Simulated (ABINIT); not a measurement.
# A GW run on CsCu2I3 (Cmcm) in ABINIT, with inputs changed

What do changed inputs do to GW on CsCu2I3 (Cmcm)?

Calculated with ABINIT 10.8.3; LDA and many-body steps on it, plane waves.

### 1. Starting point

It takes space group Cmcm (No. 63, orthorhombic). Conventional cell: a = 10.548 Å, b = 13.172 Å, c = 6.097 Å, α = 90.00°, β = 90.00°, γ = 90.00°. Nearest to Cs lie 10 I at 3.88 to 4.47 Å. Cu has 4 I at 2.60 to 2.70 Å nearest. I has 4 Cu at 2.70 Å and 2 Cs at 4.09 Å nearest. Nearest to I lie 2 Cu at 2.60 Å and 4 Cs at 3.88 to 4.47 Å. Farther neighbours and most contacts between anions are not listed.

The cell and positions come from the Crystallography Open Database and are kept as given unless a step says otherwise. Spin-orbit coupling is left out unless a step names it.

### 2. Screening, 1×1×2 mesh, 184 bands, screening to 76.2 eV

This step: ABINIT 10.8.3; RPA screening on LDA, plane waves, norm-conserving pseudopotentials.

The RPA dielectric matrix is built and inverted for each q.

run.abi

```
acell 3*1.0 Angstrom
rprim 
  5.273950000000 -6.586250000000 0.000000000000
  5.273950000000 6.586250000000 0.000000000000
  0.000000000000 0.000000000000 6.097180000000
ntypat 3
znucl 55 29 53
natom 12
typat 1 1 2 2 2 2 3 3 3 3 3 3
xred 
  0.327800000000 0.672200000000 0.250000000000
  0.672200000000 0.327800000000 0.750000000000
  0.851000000000 0.851000000000 0.000000000000
  0.149000000000 0.149000000000 0.500000000000
  0.149000000000 0.149000000000 0.000000000000
  0.851000000000 0.851000000000 0.500000000000
  0.879600000000 0.120400000000 0.250000000000
  0.120400000000 0.879600000000 0.750000000000
  0.836000000000 0.598000000000 0.250000000000
  0.164000000000 0.402000000000 0.750000000000
  0.598000000000 0.836000000000 0.750000000000
  0.402000000000 0.164000000000 0.250000000000
pp_dirpath "pseudos"
pseudos "Cs.upf, Cu.upf, I.upf"
ecut 38
ngkpt 1 1 2
nshiftk 1
shiftk 0 0 0
kptopt 1
chksymbreak 0
istwfk *1
occopt 1
irdwfk 1
optdriver 3
nband 184
ecuteps 2.8
inclvkb 2
awtr 1
symchi 1
indata_prefix "in"
outdata_prefix "out"
tmpdata_prefix "tmp"
```

Started as:

```sh
OMP_NUM_THREADS=1 mpirun -n 4 abinit run.abi > log
```

What it wrote:

```text
.Version 10.8.3 of ABINIT. v10.8.2 released Aug 2026.

 Symmetries : space group Cm c m (# 63); Bravais oC (1-face-center ortho.)
[... echo of the input left out ...]
== DATASET  1 ==================================================================
-   mpi_nproc: 4, omp_nthreads: 1 (-1 if OMP is not activated)

--- !DatasetInfo
iteration_state: {dtset: 1, }
dimensions: {natom: 12, nkpt: 2, mband: 184, nsppol: 1, nspinor: 1, nspden: 1, mpw: 32052, }
cutoff_energies: {ecut:  38.0, pawecutdg:  -1.0, }
electrons: {nelect:   1.36000000E+02, charge:   0.00000000E+00, occopt:   1.00000000E+00, tsmear:   1.00000000E-02, }

 SCREENING: Calculation of the susceptibility and dielectric matrices

 Based on a program developped by R.W. Godby, V. Olevano, G. Onida, and L. Reining.
 Incorporated in ABINIT by V. Olevano, G.-M. Rignanese, and M. Torrent.
.Using double precision arithmetic ; gwpc =  8

[... cell and pseudopotentials left out ...]
--------------------------------------------------------------------------------

 ==== K-mesh for the wavefunctions ====
 Number of points in the irreducible wedge :     2
[... list of points left out ...]
 Together with  8 symmetry operations and time-reversal symmetry
 yields     2 points in the full Brillouin Zone.

 ==== Q-mesh for the screening function ====
 Number of points in the irreducible wedge :     2
[... list of points left out ...]
 Together with  8 symmetry operations and time-reversal symmetry
 yields     2 points in the full Brillouin Zone.

 setmesh: FFT mesh size selected  =    64x   64x   48
          total number of points  =       196608

 vcoul_init : cutoff-mode = AUXILIARY_FUNCTION
 q-points for optical limit:   1
     1)      0.000010    0.000020    0.000030

- screening: taking advantage of time-reversal symmetry
- Maximum band index for partially occupied states nbvw = 68
- Remaining bands to be divided among processors   nbcw = 116
- Number of bands treated by each node ~29

 Number of electrons calculated from density =  136.0000; Expected =  136.0000
 average of density, n =  0.047578
 r_s =    1.7120
 omega_plasma =   21.0407 [eV]

 calculating chi0 at frequencies [eV] :
  1    0.000000E+00    0.000000E+00
  2    0.000000E+00    2.104070E+01

--------------------------------------------------------------------------------
  q-point number  1        q = ( 0.000000, 0.000000, 0.000000) [r.l.u.]
--------------------------------------------------------------------------------
[... chi0 elements left out ...]
 For q-point:  0.000010 0.000020 0.000030
  dielectric constant =   6.7270
  dielectric constant without local fields =   7.6181

  Average fulfillment of the sum rule on Im[epsilon] for q-point    1 :     36.02  [%]
[... wings left out ...]
  q-point number  2        q = ( 0.000000, 0.000000, 0.500000) [r.l.u.]
--------------------------------------------------------------------------------
[... chi0 elements left out ...]
  Average fulfillment of the sum rule on Im[epsilon] for q-point    2 :     39.06  [%]

== END DATASET(S) ==============================================================
================================================================================

 -outvars: echo values of variables after computation  --------
           etotal      0.0000000000E+00
            nband         184
             nkpt           2
          spgroup          63
 [... the other variables as echoed above ...]

 Calculation completed.
```

Run time: 4.6 min. Hardware: 4 MPI ranks of Arm Neoverse V1, shared host; peak memory 6.1 GiB; 18 min of CPU time.

This step gave:

- ε∞ with local fields, on this mesh, along the program's q direction: 6.727
- the same without local fields: 7.618
- plasma frequency: 21.04 eV
- plane waves in the screening matrix: 639

Local fields lower ε∞ by 12 %. On a Γ-centred mesh this coarse the value itself is usually too large, while a short band sum pulls it down.

### 3. Base

The self-energy is evaluated for the states that the input lists, and the levels follow from it, in one-shot runs by the linearised quasiparticle equation.

This step: G0W0 on LDA, plane waves, norm-conserving pseudopotentials.

run.abi, as its differences from that of step 2:

```diff
@@ -33,8 +33,15 @@
 irdwfk 1
-optdriver 3
+optdriver 4
 nband 184
+gwcalctyp 0
+ecutsigx 38
+symsigma 1
+nkptgw 1
+kptgw 
+  0.0000000000 0.0000000000 0.0000000000
+bdgw 
+  67 70
 ecuteps 2.8
-inclvkb 2
-awtr 1
-symchi 1
+irdscr 1
+ppmodel 1
 indata_prefix "in"
```

What it wrote:

```text
.Version 10.8.3 of ABINIT. v10.8.2 released Aug 2026.

 Symmetries : space group Cm c m (# 63); Bravais oC (1-face-center ortho.)
[... echo of the input left out ...]
== DATASET  1 ==================================================================
-   mpi_nproc: 4, omp_nthreads: 1 (-1 if OMP is not activated)

--- !DatasetInfo
iteration_state: {dtset: 1, }
dimensions: {natom: 12, nkpt: 2, mband: 184, nsppol: 1, nspinor: 1, nspden: 1, mpw: 32052, }
cutoff_energies: {ecut:  38.0, pawecutdg:  -1.0, }
electrons: {nelect:   1.36000000E+02, charge:   0.00000000E+00, occopt:   1.00000000E+00, tsmear:   1.00000000E-02, }

 SIGMA: Calculation of the GW corrections

 Based on a program developped by R.W. Godby, V. Olevano, G. Onida, and L. Reining.
 Incorporated in ABINIT by V. Olevano, G.-M. Rignanese, and M. Torrent.
.Using double precision arithmetic ; gwpc =  8

[... cell and pseudopotentials left out ...]
--------------------------------------------------------------------------------

 ==== K-mesh for the wavefunctions ====
 Number of points in the irreducible wedge :     2
[... list of points left out ...]
 Together with  8 symmetry operations and time-reversal symmetry
 yields     2 points in the full Brillouin Zone.

 ==== Q-mesh for screening function ====
 Number of points in the irreducible wedge :     2
[... list of points left out ...]
 Together with  8 symmetry operations and time-reversal symmetry
 yields     2 points in the full Brillouin Zone.

 vcoul_init : cutoff-mode = AUXILIARY_FUNCTION
 q-points for optical limit:   1
     1)      0.000010    0.000020    0.000030
 setmesh: FFT mesh size selected  =    90x   90x   64
          total number of points  =       518400

 Number of electrons calculated from density =  136.0000; Expected =  136.0000
 average of density, n =  0.047578
 r_s =    1.7120
 omega_plasma =   21.0407 [eV]

 === KS Band Gaps ===
  >>>> For spin  1
   Minimum direct gap =   1.7480 [eV], located at k-point      :   0.0000  0.0000  0.0000
   Fundamental gap    =   1.7480 [eV], Top of valence bands at :   0.0000  0.0000  0.0000
                                       Bottom of conduction at :   0.0000  0.0000  0.0000
 SIGMA fundamental parameters:
 PLASMON POLE MODEL  1
 number of plane-waves for SigmaX                31935
 number of plane-waves for SigmaC and W            639
 number of plane-waves for wavefunctions         31935
 number of bands                                   184
 number of independent spin polarizations            1
 number of spinorial components                      1
 number of k-points in IBZ                           2
 number of q-points in IBZ                           2
 number of symmetry operations                       8
 number of k-points in BZ                            2
 number of q-points in BZ                            2
 number of frequencies for dSigma/dE                 9
 frequency step for dSigma/dE [eV]                0.25
 number of omega for Sigma on real axis              0
 max omega for Sigma on real axis  [eV]           0.00
 zcut for avoiding poles [eV]                     0.10

 EPSILON^-1 parameters (SCR file):
 dimension of the eps^-1 matrix on file            639
 dimension of the eps^-1 matrix used               639
 number of plane-waves for wavefunctions         31935
 number of bands                                   184
 number of q-points in IBZ                           2
 number of frequencies                               2
 number of real frequencies                          1
 number of imag frequencies                          1

 matrix elements of self-energy operator (all in [eV])

 Perturbative Calculation

--- !SelfEnergy_ee
iteration_state: {dtset: 1, }
kpoint     : [   0.000,    0.000,    0.000, ]
spin       : 1
KS_gap     :    1.748
QP_gap     :    3.184
Delta_QP_KS:    1.436
data: !SigmaeeData |
     Band     E0 <VxcDFT>   SigX SigC(E0)      Z dSigC/dE  Sig(E)    E-E0       E
       67   2.599 -23.041 -28.637   5.216   0.728  -0.373 -23.318  -0.276   2.322
       68   2.788 -22.694 -28.188   5.133   0.732  -0.366 -22.959  -0.264   2.524
       69   4.536  -8.945  -4.401  -3.105   0.814  -0.229  -7.774   1.171   5.707
       70   5.669 -10.039  -6.132  -2.766   0.808  -0.238  -9.118   0.921   6.590

== END DATASET(S) ==============================================================
================================================================================

 -outvars: echo values of variables after computation  --------
           etotal      0.0000000000E+00
            nband         184
             nkpt           2
          spgroup          63
 [... the other variables as echoed above ...]

 Calculation completed.
```

The job ended after 15 s (4 MPI ranks; peak memory 2.2 GiB; 60 s of CPU time).

Numbers from this step:

```yaml
g0w0_gap_on_the_points_computed: 3.183 eV
starting_gap_on_the_mesh: 1.748 eV
k_of_the_valence_top: 0, 0, 0
k_of_the_conduction_bottom: 0, 0, 0
z_at_the_valence_top: 0.732
z_at_the_conduction_bottom: 0.814
least_direct_g0w0_gap_on_the_computed_points: 3.183 eV
```

The gap on the mesh goes from 1.75 eV to 3.18 eV, a correction of +1.43 eV.

### 4. Exchange cutoff

run.abi, as its differences from that of step 3:

```diff
@@ -36,3 +36,3 @@
 gwcalctyp 0
-ecutsigx 38
+ecutsigx 11.4
 symsigma 1
```

What it wrote:

```text
.Version 10.8.3 of ABINIT. v10.8.2 released Aug 2026.

 Symmetries : space group Cm c m (# 63); Bravais oC (1-face-center ortho.)
[... echo of the input left out ...]
== DATASET  1 ==================================================================
-   mpi_nproc: 4, omp_nthreads: 1 (-1 if OMP is not activated)

--- !DatasetInfo
iteration_state: {dtset: 1, }
dimensions: {natom: 12, nkpt: 2, mband: 184, nsppol: 1, nspinor: 1, nspden: 1, mpw: 32052, }
cutoff_energies: {ecut:  38.0, pawecutdg:  -1.0, }
electrons: {nelect:   1.36000000E+02, charge:   0.00000000E+00, occopt:   1.00000000E+00, tsmear:   1.00000000E-02, }

 SIGMA: Calculation of the GW corrections

 Based on a program developped by R.W. Godby, V. Olevano, G. Onida, and L. Reining.
 Incorporated in ABINIT by V. Olevano, G.-M. Rignanese, and M. Torrent.
.Using double precision arithmetic ; gwpc =  8

[... cell and pseudopotentials left out ...]
--------------------------------------------------------------------------------

 ==== K-mesh for the wavefunctions ====
 Number of points in the irreducible wedge :     2
[... list of points left out ...]
 Together with  8 symmetry operations and time-reversal symmetry
 yields     2 points in the full Brillouin Zone.

 ==== Q-mesh for screening function ====
 Number of points in the irreducible wedge :     2
[... list of points left out ...]
 Together with  8 symmetry operations and time-reversal symmetry
 yields     2 points in the full Brillouin Zone.

 vcoul_init : cutoff-mode = AUXILIARY_FUNCTION
 q-points for optical limit:   1
     1)      0.000010    0.000020    0.000030
 setmesh: FFT mesh size selected  =    72x   72x   50
          total number of points  =       259200

 Number of electrons calculated from density =  136.0000; Expected =  136.0000
[...]
number of k-points in IBZ                           2
 number of q-points in IBZ                           2
 number of symmetry operations                       8
 number of k-points in BZ                            2
 number of q-points in BZ                            2
 number of frequencies for dSigma/dE                 9
 frequency step for dSigma/dE [eV]                0.25
 number of omega for Sigma on real axis              0
 max omega for Sigma on real axis  [eV]           0.00
 zcut for avoiding poles [eV]                     0.10

 EPSILON^-1 parameters (SCR file):
 dimension of the eps^-1 matrix on file            639
 dimension of the eps^-1 matrix used               639
 number of plane-waves for wavefunctions         31935
 number of bands                                   184
 number of q-points in IBZ                           2
 number of frequencies                               2
 number of real frequencies                          1
 number of imag frequencies                          1

 matrix elements of self-energy operator (all in [eV])

 Perturbative Calculation

--- !SelfEnergy_ee
iteration_state: {dtset: 1, }
kpoint     : [   0.000,    0.000,    0.000, ]
spin       : 1
KS_gap     :    1.748
QP_gap     :    1.539
Delta_QP_KS:   -0.209
data: !SigmaeeData |
     Band     E0 <VxcDFT>   SigX SigC(E0)      Z dSigC/dE  Sig(E)    E-E0       E
       67   2.599 -23.041 -26.195   5.216   0.728  -0.373 -21.540   1.501   4.100
       68   2.788 -22.694 -25.833   5.133   0.732  -0.366 -21.235   1.460   4.248
       69   4.536  -8.945  -4.303  -3.105   0.814  -0.229  -7.694   1.251   5.787
       70   5.669 -10.039  -5.684  -2.766   0.808  -0.238  -8.756   1.283   6.952

== END DATASET(S) ==============================================================
================================================================================

 -outvars: echo values of variables after computation  --------
           etotal      0.0000000000E+00
            nband         184
             nkpt           2
          spgroup          63
 [... the other variables as echoed above ...]

 Calculation completed.
```

The job ended after 15 s (4 MPI ranks; peak memory 2 GiB; 59 s of CPU time).

This step gave:

```
G0W0 gap on the points computed              : 1.539 eV
starting gap on the mesh                     : 1.748 eV
k of the valence top                         : 0, 0, 0
k of the conduction bottom                   : 0, 0, 0
Z at the valence top                         : 0.732
Z at the conduction bottom                   : 0.814
least direct G0W0 gap on the computed points : 1.539 eV
```

### 5. Broadening of the poles

run.abi, as its differences from that of step 4:

```diff
@@ -36,3 +36,3 @@
 gwcalctyp 0
-ecutsigx 11.4
+ecutsigx 38
 symsigma 1
@@ -46,2 +46,3 @@
 ppmodel 1
+zcut 1.0 eV
 indata_prefix "in"
```

What it wrote:

```text
.Version 10.8.3 of ABINIT. v10.8.2 released Aug 2026.

 Symmetries : space group Cm c m (# 63); Bravais oC (1-face-center ortho.)
[... echo of the input left out ...]
== DATASET  1 ==================================================================
-   mpi_nproc: 4, omp_nthreads: 1 (-1 if OMP is not activated)

--- !DatasetInfo
iteration_state: {dtset: 1, }
dimensions: {natom: 12, nkpt: 2, mband: 184, nsppol: 1, nspinor: 1, nspden: 1, mpw: 32052, }
cutoff_energies: {ecut:  38.0, pawecutdg:  -1.0, }
[...]
68   2.788 -22.694 -28.188   5.133   0.732  -0.366 -22.959  -0.265   2.523
       69   4.536  -8.945  -4.401  -3.105   0.814  -0.229  -7.774   1.172   5.708
       70   5.669 -10.039  -6.132  -2.766   0.807  -0.238  -9.118   0.922   6.590

== END DATASET(S) ==============================================================
================================================================================

 -outvars: echo values of variables after computation  --------
           etotal      0.0000000000E+00
            nband         184
             nkpt           2
          spgroup          63
 [... the other variables as echoed above ...]

 Calculation completed.
```

Wall time 15 s (4 MPI ranks); peak memory 2.2 GiB; 60 s of CPU time.

This step gave:

```yaml
g0w0_gap_on_the_points_computed: 3.185 eV
starting_gap_on_the_mesh: 1.748 eV
k_of_the_valence_top: 0, 0, 0
k_of_the_conduction_bottom: 0, 0, 0
least_direct_g0w0_gap_on_the_computed_points: 3.185 eV
```

Against G0W0 in ABINIT (1×1×2 mesh, 184 bands, screening to 76.2 eV, Godby-Needs plasmon pole), the gap moves by +0.002 eV.

[end of part 1 of 2]

[Paths, hosts, dates, memory and timing lines, banners, echoed tables and standing remarks are left out of the program output.]

[Logs are printed without paths, hosts, clocks, repeated set-up lines and the standing remarks that a program may print on its own settings, such as how far it seeks lower states.]

[Runs of the session that timed out or met a known fault of the program may be left out.]

[Hosts, paths, dates, database ids (printed as entryN), source tags and the programs' standing remarks are cut or masked in the printed files.]

[G0W0 gaps are taken among the corrected bands and points alone; a level outside them can change the order at an edge.]

[Where Ansatz stands beside ABINIT at settings called matched, ABINIT's density can come from a denser mesh and the files from another edition; pairs whose starting gaps differed by over 0.03 eV were left out, so agreement reads better than it is.]
